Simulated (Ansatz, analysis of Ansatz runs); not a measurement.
# Migration in MgB2C2 (Pnnm): Li_i hop between interstitial places, charge +1, part 2 of 3

How high is the barrier when Li changes place in MgB2C2 (Pnnm)? The case: Li_i hop between interstitial places, charge +1, in a cell of 60 host atoms with 1 Li put in.

Ansatz 0.2.0; plane-wave PAW DFT, PBEsol; nudged elastic band between two relaxed defect structures at fixed charge in a uniform background.

So far: Set-up; Relaxation of the start point, charge +1; Relaxation of the end point, charge +1.

## 4. Nudged elastic band, charge +1

5 movable images are laid between the ends on straight lines. Each image feels the true force across the path and a spring force along it. The highest image is set to climb to the top of the path.

This step: plane-wave PAW DFT, PBEsol; nudged elastic band between two relaxed defect structures at fixed charge in a uniform background.

Contents of qp1.neb/input.yaml:

```yaml
crystal:
  lattice:
    - [4.61704896, 7.1710112, 0.0]
    - [-4.61704896, 7.1710112, 0.0]
    - [0.0, 0.0, 8.29768848]
  atoms:
    - { symbol: Mg, position: [-0.0072472, 0.50253176, 0.16668318] }
    - { symbol: Mg, position: [0.50812822, -0.00450421, 0.16668067] }
    - { symbol: Mg, position: [0.02305823, -0.01410874, -0.00226475] }
    - { symbol: Mg, position: [0.47784522, 0.51211402, -0.0022717] }
    - { symbol: B, position: [0.29601409, 0.42558474, 0.16668244] }
    - { symbol: B, position: [0.80899494, 0.93454114, 0.16668391] }
    - { symbol: B, position: [0.20486782, 0.07245359, 0.16668284] }
    - { symbol: B, position: [0.69188024, 0.56348462, 0.16668615] }
    - { symbol: B, position: [0.43159336, 0.80378332, -0.00015877] }
    - { symbol: B, position: [0.93435321, 0.29813988, -0.00194579] }
    - { symbol: B, position: [0.06928687, 0.69423688, -0.00015955] }
    - { symbol: B, position: [0.56653967, 0.1998843, -0.00194545] }
    - { symbol: C, position: [0.0111848, 0.21049192, 0.16668702] }
    - { symbol: C, position: [0.50502808, 0.71393511, 0.16668441] }
    - { symbol: C, position: [0.48969888, 0.2875315, 0.16668374] }
    - { symbol: C, position: [0.99584394, 0.78407966, 0.16668221] }
    - { symbol: C, position: [0.20864948, 0.50148962, -0.00019325] }
    - { symbol: C, position: [0.72061219, 0.01441575, 0.00055456] }
    - { symbol: C, position: [0.29224368, 0.99653874, -0.00019263] }
    - { symbol: C, position: [0.78027969, 0.48360932, 0.00055642] }
    - { symbol: Mg, position: [-0.00615577, 0.50151609, 0.50084122] }
    - { symbol: Mg, position: [0.50701563, -0.00347296, 0.5008428] }
    - { symbol: Mg, position: [0.02303725, -0.01408666, 0.33563793] }
    - { symbol: Mg, position: [0.47782604, 0.51213188, 0.33564298] }
    - { symbol: B, position: [0.29674622, 0.42457007, 0.50092555] }
    - { symbol: B, position: [0.80757831, 0.93443587, 0.49997738] }
    - { symbol: B, position: [0.20413553, 0.07343996, 0.50092666] }
    - { symbol: B, position: [0.69330864, 0.56357364, 0.49998018] }
    - { symbol: B, position: [0.43159959, 0.80379239, 0.33352888] }
    - { symbol: B, position: [0.93432828, 0.29814111, 0.33531489] }
    - { symbol: B, position: [0.06928447, 0.6942425, 0.33352434] }
    - { symbol: B, position: [0.56655246, 0.19988424, 0.33531139] }
    - { symbol: C, position: [0.01227177, 0.21302802, 0.50069307] }
    - { symbol: C, position: [0.50554488, 0.71318808, 0.50007179] }
    - { symbol: C, position: [0.48861207, 0.28499523, 0.50069255] }
    - { symbol: C, position: [0.99534929, 0.78484697, 0.50007324] }
    - { symbol: C, position: [0.20863927, 0.50148511, 0.33355826] }
    - { symbol: C, position: [0.72062265, 0.01442083, 0.33281218] }
    - { symbol: C, position: [0.29225053, 0.99655249, 0.33355938] }
    - { symbol: C, position: [0.78026497, 0.4836036, 0.33281285] }
    - { symbol: Mg, position: [-0.00614369, 0.50151006, 0.8325266] }
    - { symbol: Mg, position: [0.50701174, -0.0034631, 0.83252732] }
    - { symbol: Mg, position: [0.00832492, -0.00275727, 0.6666888] }
    - { symbol: Mg, position: [0.49255436, 0.50079063, 0.66668734] }
    - { symbol: B, position: [0.29675184, 0.42457976, 0.83244354] }
    - { symbol: B, position: [0.80757011, 0.93442811, 0.83338838] }
    - { symbol: B, position: [0.20412954, 0.07342862, 0.83244176] }
    - { symbol: B, position: [0.69331444, 0.56358046, 0.8333867] }
    - { symbol: B, position: [0.43104, 0.802644, 0.66668784] }
    - { symbol: B, position: [0.93152893, 0.29989305, 0.66668541] }
    - { symbol: B, position: [0.06985733, 0.69537618, 0.66668447] }
    - { symbol: B, position: [0.56936853, 0.19812493, 0.6666832] }
    - { symbol: C, position: [0.01226885, 0.21302117, 0.83267946] }
    - { symbol: C, position: [0.50553771, 0.71317661, 0.83330022] }
    - { symbol: C, position: [0.48861922, 0.2850017, 0.83267531] }
    - { symbol: C, position: [0.99534765, 0.78484535, 0.83329439] }
    - { symbol: C, position: [0.2090685, 0.50275807, 0.66668506] }
    - { symbol: C, position: [0.71867737, 0.00987969, 0.6666832] }
    - { symbol: C, position: [0.29180145, 0.99524767, 0.6666857] }
    - { symbol: C, position: [0.78219591, 0.48812857, 0.66668299] }
    - { symbol: Li, position: [0.75042659, 0.24902733, 0.16664917] }
total_charge: 1
basis:
  ecutwfc: 420
  xc_grid: 2
hamiltonian:
  xc: pbesol
kpoints:
  mp_grid: { grid: [1, 1, 1] }
scf:
  occupations: { method: fixed }
  max_iter: 100
output:
  forces: true
neb:
  images: 5
  f_tol: 0.05
  climbing: true
  initial_path: linear
  max_iterations: 45
  order_check: false
  final_atoms:
    - { symbol: Mg, position: [-0.00548556, 0.5009432, 0.16560777] }
    - { symbol: Mg, position: [0.5072946, -0.00366878, 0.16560222] }
[... 3 atom lines left out ...]
    - { symbol: B, position: [0.80791828, 0.93403344, 0.16647611] }
[... 6 atom lines left out ...]
    - { symbol: C, position: [0.01262117, 0.21262318, 0.16577201] }
[... 1 atom line left out ...]
    - { symbol: C, position: [0.48915651, 0.28474825, 0.16575918] }
[... 7 atom lines left out ...]
    - { symbol: Mg, position: [0.02330443, -0.01432121, 0.33080112] }
    - { symbol: Mg, position: [0.47843299, 0.5117506, 0.33079804] }
[... 5 atom lines left out ...]
    - { symbol: B, position: [0.93476274, 0.29777226, 0.33115917] }
[... 1 atom line left out ...]
    - { symbol: B, position: [0.56700463, 0.1995895, 0.33114511] }
    - { symbol: C, position: [0.01160091, 0.21007988, 0.49976653] }
[... 1 atom line left out ...]
    - { symbol: C, position: [0.49018533, 0.28727352, 0.49976394] }
[... 2 atom lines left out ...]
    - { symbol: C, position: [0.72098355, 0.01401302, 0.33363863] }
[... 1 atom line left out ...]
    - { symbol: C, position: [0.78080269, 0.4833686, 0.33362647] }
[... 20 atom lines left out ...]
    - { symbol: Li, position: [0.75086868, 0.24863653, 0.4997816] }
```

On the command line:

```bash
ansatz run input.yaml --threads 4 --pin off --max-ram 7536MiB --backend cpu --events-out ev --progress --plain --runs-dir out
```

Numbers of over 12 decimals in the logs are rounded to 6 here.

Log:

```text
[...]
Warning: neb: disabling space-group detection — the band's intermediate images generally break the endpoint symmetry, so no spatial operation reduces the k-mesh or symmetrises the density, except that a semilocal band can use its path's symmetry ahead of [...]
[...]
parallel-image band execution: 4 concurrent image workers
NEB image 0
Crystal: 61 atoms, lattice volume = 549.455 Å³
Basis set: ecut = 420 eV, 10723 PW (Γ), exchange–correlation on 120×120×120 points (8 copies of the dense FFT grid, shifted against one another)
Bands: 206, of which v1, the nominal top of the filled ones, is band 145 counted from 1 (144 counted from 0)
Symmetry: 1 space group operations
k-points: 1
[...]
SCF iter   1: F=—  HF=-32751.025629 eV  |F-HF|=—  |Δ(HF+E_count)|=         —  Δρ=1.06e-2  dr2=5.43e-1  ethr=1.77e-3  ⟨swp⟩=5.0  Hψ=684  notcnv=0  defer=59
[...]
SCF iter   8: F=-32750.835584 eV  HF=-32750.835584 eV  |F-HF|=2.18e-9  |Δ(HF+E_count)|=   5.01e-8  Δρ=1.58e-6  dr2=1.65e-8  ethr=3.45e-11  ⟨swp⟩=4.0  Hψ=551  notcnv=0
SCF 1 converged in 8 iterations: F = -32750.835584 eV  dr2 = 1.65e-8
[...]
NSCF: frozen V_eff on 1 k-points
NEB image 6
SCF iter   1: F=—  HF=-32751.025937 eV  |F-HF|=—  |Δ(HF+E_count)|=         —  Δρ=1.06e-2  dr2=5.43e-1  ethr=1.77e-3  ⟨swp⟩=5.0  Hψ=682  notcnv=0  defer=59
[...]
SCF iter   8: F=-32750.835589 eV  HF=-32750.835589 eV  |F-HF|=2.07e-9  |Δ(HF+E_count)|=   4.91e-8  Δρ=1.58e-6  dr2=1.65e-8  ethr=3.45e-11  ⟨swp⟩=4.0  Hψ=551  notcnv=0
SCF 2 converged in 8 iterations: F = -32750.835589 eV  dr2 = 1.65e-8
[...]
NEB end point (image 0): max|allowed force component| = 6.333e-3 eV/Å (the criterion of neb.relax_end_points is 1.000e-2)
NEB end point (image 6): max|allowed force component| = 6.381e-3 eV/Å (the criterion of neb.relax_end_points is 1.000e-2)
NEB image 1
SCF iter   1: F=—  HF=-32750.691414 eV  |F-HF|=—  |Δ(HF+E_count)|=         —  Δρ=1.05e-2  dr2=5.48e-1  ethr=1.77e-3  ⟨swp⟩=5.0  Hψ=684  notcnv=0  defer=59
[...]
SCF iter   8: F=-32750.500309 eV  HF=-32750.500309 eV  |F-HF|=3.81e-9  |Δ(HF+E_count)|=   3.78e-8  Δρ=1.76e-6  dr2=2.21e-8  ethr=3.45e-11  ⟨swp⟩=4.0  Hψ=551  notcnv=0
SCF 3 converged in 8 iterations: F = -32750.500309 eV  dr2 = 2.21e-8
NEB image 2
SCF iter   1: F=—  HF=-32749.931099 eV  |F-HF|=—  |Δ(HF+E_count)|=         —  Δρ=1.06e-2  dr2=5.65e-1  ethr=1.77e-3  ⟨swp⟩=5.0  Hψ=683  notcnv=0  defer=58
[...]
SCF iter   8: F=-32749.736054 eV  HF=-32749.736054 eV  |F-HF|=7.79e-9  |Δ(HF+E_count)|=   2.89e-8  Δρ=1.79e-6  dr2=2.55e-8  ethr=3.45e-11  ⟨swp⟩=4.0  Hψ=511  notcnv=0
SCF 4 converged in 8 iterations: F = -32749.736054 eV  dr2 = 2.55e-8
NEB image 3
SCF iter   1: F=—  HF=-32749.508588 eV  |F-HF|=—  |Δ(HF+E_count)|=         —  Δρ=1.06e-2  dr2=5.81e-1  ethr=1.77e-3  ⟨swp⟩=5.0  Hψ=684  notcnv=0  defer=57
[...]
SCF iter   8: F=-32749.310501 eV  HF=-32749.310501 eV  |F-HF|=1.16e-8  |Δ(HF+E_count)|=   2.55e-8  Δρ=1.81e-6  dr2=2.92e-8  ethr=3.45e-11  ⟨swp⟩=4.0  Hψ=548  notcnv=0
SCF 5 converged in 8 iterations: F = -32749.310501 eV  dr2 = 2.92e-8
NEB image 4
SCF iter   1: F=—  HF=-32749.930267 eV  |F-HF|=—  |Δ(HF+E_count)|=         —  Δρ=1.06e-2  dr2=5.65e-1  ethr=1.77e-3  ⟨swp⟩=5.0  Hψ=683  notcnv=0  defer=58
[...]
SCF iter   8: F=-32749.735384 eV  HF=-32749.735384 eV  |F-HF|=7.00e-9  |Δ(HF+E_count)|=   2.83e-8  Δρ=1.76e-6  dr2=2.48e-8  ethr=3.45e-11  ⟨swp⟩=4.0  Hψ=511  notcnv=0
SCF 6 converged in 8 iterations: F = -32749.735384 eV  dr2 = 2.48e-8
NEB image 5
SCF iter   1: F=—  HF=-32750.691134 eV  |F-HF|=—  |Δ(HF+E_count)|=         —  Δρ=1.05e-2  dr2=5.48e-1  ethr=1.77e-3  ⟨swp⟩=5.0  Hψ=684  notcnv=0  defer=59
[...]
SCF iter   8: F=-32750.499828 eV  HF=-32750.499828 eV  |F-HF|=3.10e-9  |Δ(HF+E_count)|=   3.81e-8  Δρ=1.74e-6  dr2=2.17e-8  ethr=3.45e-11  ⟨swp⟩=4.0  Hψ=551  notcnv=0
SCF 7 converged in 8 iterations: F = -32750.499828 eV  dr2 = 2.17e-8
NEB iter   1: max|band force component| = 2.819e0 eV/Å  barrier→ = 1.5251 eV  barrier← = 1.5251 eV  Δτ_max = 0.1003 Å  (56 SCF iters)
NEB image 1
[...]
iter 1 solved again at ethr=1.48e-5 eV; its pass at ethr=3.10e-3 eV (dr2=4.29e-2 eV) is discarded
[...]
SCF iter   6: F=-32750.591160 eV  HF=-32750.591160 eV  |F-HF|=9.73e-9  |Δ(HF+E_count)|=   2.50e-7  Δρ=3.19e-6  dr2=9.45e-8  ethr=3.45e-11  ⟨swp⟩=3.0  Hψ=640  notcnv=0
SCF 8 converged in 6 iterations: F = -32750.591160 eV  dr2 = 9.45e-8
NEB image 2
[...]
SCF iter   7: F=-32750.054095 eV  HF=-32750.054095 eV  |F-HF|=4.69e-9  |Δ(HF+E_count)|=   9.25e-8  Δρ=1.73e-6  dr2=2.36e-8  ethr=3.45e-11  ⟨swp⟩=4.0  Hψ=566  notcnv=0
SCF 9 converged in 7 iterations: F = -32750.054095 eV  dr2 = 2.36e-8
NEB image 3
[...]
SCF iter   7: F=-32749.760784 eV  HF=-32749.760784 eV  |F-HF|=3.47e-9  |Δ(HF+E_count)|=   1.38e-7  Δρ=1.85e-6  dr2=2.68e-8  ethr=3.45e-11  ⟨swp⟩=4.0  Hψ=595  notcnv=0
SCF 10 converged in 7 iterations: F = -32749.760784 eV  dr2 = 2.68e-8
NEB image 4
[...]
SCF iter   7: F=-32750.053570 eV  HF=-32750.053570 eV  |F-HF|=4.70e-9  |Δ(HF+E_count)|=   9.16e-8  Δρ=1.72e-6  dr2=2.35e-8  ethr=3.45e-11  ⟨swp⟩=4.0  Hψ=566  notcnv=0
SCF 11 converged in 7 iterations: F = -32750.053570 eV  dr2 = 2.35e-8
NEB image 5
[...]
SCF iter   6: F=-32750.590702 eV  HF=-32750.590702 eV  |F-HF|=9.09e-9  |Δ(HF+E_count)|=   2.44e-7  Δρ=3.16e-6  dr2=9.29e-8  ethr=3.45e-11  ⟨swp⟩=3.0  Hψ=640  notcnv=0
SCF 12 converged in 6 iterations: F = -32750.590702 eV  dr2 = 9.29e-8
NEB iter   2: max|band force component| = 6.212e-1 eV/Å  barrier→ = 1.0748 eV  barrier← = 1.0748 eV  Δτ_max = 0.0573 Å  (33 SCF iters)
NEB image 1
[...]
SCF iter   6: F=-32750.614133 eV  HF=-32750.614133 eV  |F-HF|=3.77e-8  |Δ(HF+E_count)|=   1.49e-7  Δρ=3.80e-6  dr2=9.24e-8  ethr=3.45e-11  ⟨swp⟩=3.0  Hψ=732  notcnv=0
SCF 13 converged in 6 iterations: F = -32750.614133 eV  dr2 = 9.24e-8
NEB image 2
[...]
SCF iter   7: F=-32750.133135 eV  HF=-32750.133135 eV  |F-HF|=1.31e-9  |Δ(HF+E_count)|=   1.52e-7  Δρ=1.51e-6  dr2=1.63e-8  ethr=3.45e-11  ⟨swp⟩=4.0  Hψ=632  notcnv=0
SCF 14 converged in 7 iterations: F = -32750.133135 eV  dr2 = 1.63e-8
NEB image 3
[...]
SCF iter   7: F=-32749.879038 eV  HF=-32749.879038 eV  |F-HF|=1.00e-9  |Δ(HF+E_count)|=   2.17e-7  Δρ=1.82e-6  dr2=2.27e-8  ethr=3.45e-11  ⟨swp⟩=4.0  Hψ=632  notcnv=0
[...]
SCF 28 converged in 5 iterations: F = -32750.633539 eV  dr2 = 5.85e-8
NEB image 2
[...]
SCF iter   6: F=-32750.170401 eV  HF=-32750.170401 eV  |F-HF|=1.86e-9  |Δ(HF+E_count)|=   2.56e-8  Δρ=8.98e-7  dr2=5.78e-9  ethr=3.45e-11  ⟨swp⟩=3.0  Hψ=487  notcnv=0
SCF 29 converged in 6 iterations: F = -32750.170401 eV  dr2 = 5.78e-9
NEB image 3
[...]
SCF iter   6: F=-32749.917577 eV  HF=-32749.917577 eV  |F-HF|=2.20e-9  |Δ(HF+E_count)|=   2.79e-8  Δρ=9.71e-7  dr2=6.72e-9  ethr=3.45e-11  ⟨swp⟩=3.0  Hψ=487  notcnv=0
SCF 30 converged in 6 iterations: F = -32749.917577 eV  dr2 = 6.72e-9
NEB image 4
[...]
SCF iter   6: F=-32750.170459 eV  HF=-32750.170459 eV  |F-HF|=1.84e-9  |Δ(HF+E_count)|=   2.57e-8  Δρ=8.99e-7  dr2=5.79e-9  ethr=3.45e-11  ⟨swp⟩=3.0  Hψ=487  notcnv=0
SCF 31 converged in 6 iterations: F = -32750.170459 eV  dr2 = 5.79e-9
NEB image 5
[...]
SCF iter   5: F=-32750.633646 eV  HF=-32750.633646 eV  |F-HF|=7.27e-9  |Δ(HF+E_count)|=   1.42e-9  Δρ=2.79e-6  dr2=5.81e-8  ethr=3.45e-11  ⟨swp⟩=4.0  Hψ=632  notcnv=0
SCF 32 converged in 5 iterations: F = -32750.633646 eV  dr2 = 5.81e-8
NEB image 1
[...]
NEB image 2
[...]
NEB image 4
[...]
NEB image 5
[...]
NEB image 3
[...]
the band table was solved once a step of the walk had ended and its energy, with any forces and stress, was formed, with the checks that follow a solve (982 applications of the Hamiltonian). They found nothing against the state; [...]
NEB iter   6: max|band force component| = 1.297e-2 eV/Å  barrier→ = 0.9180 eV  barrier← = 0.9180 eV  CI = image 3  Δτ_max = 0.0000 Å  (28 SCF iters)
SCF converged after 6 iterations
Free energy (F): -32749.917577 eV
[...]
Internal energy: -32749.917577 eV  (E = F + TS)
E sigma→0 (E₀):  -32749.917577 eV
Fermi energy:    8.257973 eV
[...]
--- Forces (eV/Å), atoms counted from 1 ---
  atom   1  Mg    -0.00447835     0.00241922     0.00081347
  atom   2  Mg     0.00449248    -0.00243987     0.00081198
  [... 3 atoms left out ...]
  atom   6  B      0.00470056     0.00436578    -0.00055108
  [... 6 atoms left out ...]
  atom  13  C      0.00302841     0.00051227     0.00136979
  [... 1 atom left out ...]
  atom  15  C     -0.00300785    -0.00050748     0.00134743
  [... 7 atoms left out ...]
  atom  23  Mg    -0.00615663     0.00250482    -0.00001384
  [... 6 atoms left out ...]
  atom  30  B     -0.00757173    -0.01292753     0.00000552
  [... 1 atom left out ...]
  atom  32  B      0.00754642     0.01297180    -0.00001623
  atom  33  C      0.00303839     0.00045768    -0.00136263
  [... 4 atoms left out ...]
  atom  38  C     -0.01122726     0.00651729    -0.00002775
  [... 1 atom left out ...]
  atom  40  C      0.01121512    -0.00647392    -0.00005255
  [... 20 atoms left out ...]
  atom  61  Li     0.00003869    -0.00004602    -0.00000980
  max |Σ_I F_I| component: 8.08e-7 eV/Å
--- Band table (eV) ---
[...]
this run last wrote the band of iteration 6 to <dir>
--- NEB band (7 images, 6 band iterations, 215 SCF iterations) ---
  forward barrier  = 0.918007 eV
  backward barrier = 0.918012 eV
  climbing image's point = of an order that was not read
  energies are F+E_penalty+E_count in eV, relative to image 0
  image     s (Å)  Δ vs image 0  max|band force component| (eV/Å)
      0    0.0000      0.000000                                 —
      1    0.5006      0.202044                          6.606e-3
      2    1.0013      0.665183                          8.911e-3
  *   3    1.5022      0.918007                          1.297e-2
      4    2.0031      0.665125                          8.909e-3
      5    2.5039      0.201937                          6.648e-3
      6    3.0046     -0.000005                                 —
  climbing-image geometry (image 3):
  cell:  # Å, volume = 549.4548 Å³
    - [4.61704896, 7.1710112, 0.0]
    - [-4.61704896, 7.1710112, 0.0]
    - [0.0, 0.0, 8.29768848]
  atoms:
    - { symbol: Mg, position: [-0.009205, 0.511862, 0.163528] }
    - { symbol: Mg, position: [0.510532, -0.014172, 0.163528] }
    - { symbol: Mg, position: [0.005189, 0.000226, -7.488756786990811e-5] }
    - { symbol: Mg, position: [0.496138, 0.497464, -7.471785348073031e-5] }
    - { symbol: B, position: [0.295691, 0.424089, 0.165290] }
    - { symbol: B, position: [0.807118, 0.932413, 0.167200] }
    - { symbol: B, position: [0.205636, 0.073601, 0.165290] }
    - { symbol: B, position: [0.694210, 0.565278, 0.167200] }
    - { symbol: B, position: [0.427939, 0.799925, -0.000772] }
    - { symbol: B, position: [0.932465, 0.302910, -0.000136] }
    - { symbol: B, position: [0.073389, 0.697765, -0.000772] }
    - { symbol: B, position: [0.568862, 0.194780, -0.000136] }
    - { symbol: C, position: [0.014869, 0.216950, 0.166621] }
    - { symbol: C, position: [0.503649, 0.711425, 0.166732] }
    - { symbol: C, position: [0.486458, 0.280740, 0.166621] }
    - { symbol: C, position: [0.997678, 0.786265, 0.166732] }
    - { symbol: C, position: [0.211768, 0.504516, -0.000571] }
    - { symbol: C, position: [0.718268, 0.006670, 6.631616562315676e-5] }
    - { symbol: C, position: [0.289559, 0.993174, -0.000571] }
    - { symbol: C, position: [0.783059, 0.491020, 6.63032220749834e-5] }
    - { symbol: Mg, position: [-0.009205, 0.511862, 0.502923] }
    - { symbol: Mg, position: [0.510532, -0.014172, 0.502923] }
    - { symbol: Mg, position: [0.039261, -0.023909, 0.333226] }
    - { symbol: Mg, position: [0.462062, 0.521602, 0.333226] }
    - { symbol: B, position: [0.295691, 0.424089, 0.501162] }
    - { symbol: B, position: [0.807118, 0.932414, 0.499252] }
    - { symbol: B, position: [0.205636, 0.073601, 0.501162] }
    - { symbol: B, position: [0.694209, 0.565276, 0.499252] }
    - { symbol: B, position: [0.430402, 0.802833, 0.333226] }
    - { symbol: B, position: [0.950328, 0.307189, 0.333226] }
    - { symbol: B, position: [0.070925, 0.694857, 0.333226] }
    - { symbol: B, position: [0.550999, 0.190501, 0.333226] }
    - { symbol: C, position: [0.014869, 0.216950, 0.499831] }
    - { symbol: C, position: [0.503649, 0.711425, 0.499720] }
    - { symbol: C, position: [0.486458, 0.280740, 0.499831] }
    - { symbol: C, position: [0.997678, 0.786265, 0.499720] }
    - { symbol: C, position: [0.207632, 0.501240, 0.333226] }
    - { symbol: C, position: [0.715156, 0.008046, 0.333226] }
    - { symbol: C, position: [0.293695, 0.996450, 0.333226] }
    - { symbol: C, position: [0.786171, 0.489644, 0.333226] }
    - { symbol: Mg, position: [-0.004136, 0.503889, 0.833226] }
    - { symbol: Mg, position: [0.505463, -0.006198, 0.833226] }
    - { symbol: Mg, position: [0.005189, 0.000226, 0.666527] }
    - { symbol: Mg, position: [0.496140, 0.497463, 0.666527] }
    - { symbol: B, position: [0.300223, 0.426208, 0.833226] }
    - { symbol: B, position: [0.807081, 0.930896, 0.833226] }
    - { symbol: B, position: [0.201104, 0.071482, 0.833226] }
    - { symbol: B, position: [0.694246, 0.566794, 0.833226] }
    - { symbol: B, position: [0.427939, 0.799925, 0.667224] }
    - { symbol: B, position: [0.932465, 0.302909, 0.666588] }
    - { symbol: B, position: [0.073389, 0.697765, 0.667224] }
    - { symbol: B, position: [0.568862, 0.194780, 0.666588] }
    - { symbol: C, position: [0.009464, 0.214607, 0.833226] }
    - { symbol: C, position: [0.503319, 0.710605, 0.833226] }
    - { symbol: C, position: [0.491863, 0.283083, 0.833226] }
    - { symbol: C, position: [0.998008, 0.787085, 0.833226] }
    - { symbol: C, position: [0.211768, 0.504516, 0.667023] }
    - { symbol: C, position: [0.718268, 0.006669, 0.666385] }
    - { symbol: C, position: [0.289559, 0.993174, 0.667023] }
    - { symbol: C, position: [0.783060, 0.491021, 0.666385] }
    - { symbol: Li, position: [0.750661, 0.248849, 0.333226] }
```

Wall time 1.7 min (4 threads of Arm Neoverse V1, shared host); peak memory 1.9 GiB.

In the SCF lines HF is the Harris–Foulkes energy and dr2 the Hartree energy of the density residual, in eV; the loop may stop once dr2 is under the threshold and the program's other checks hold. Hψ counts applications of the Hamiltonian.

(Continued in part 3 of 3.)

[Logs are printed without paths, hosts, clocks, repeated set-up lines and the standing remarks that a program may print on its own settings, such as how far it seeks lower states.]

[Hosts, paths, dates, database ids (printed as entryN), source tags and the programs' standing remarks are cut or masked in the printed files.]
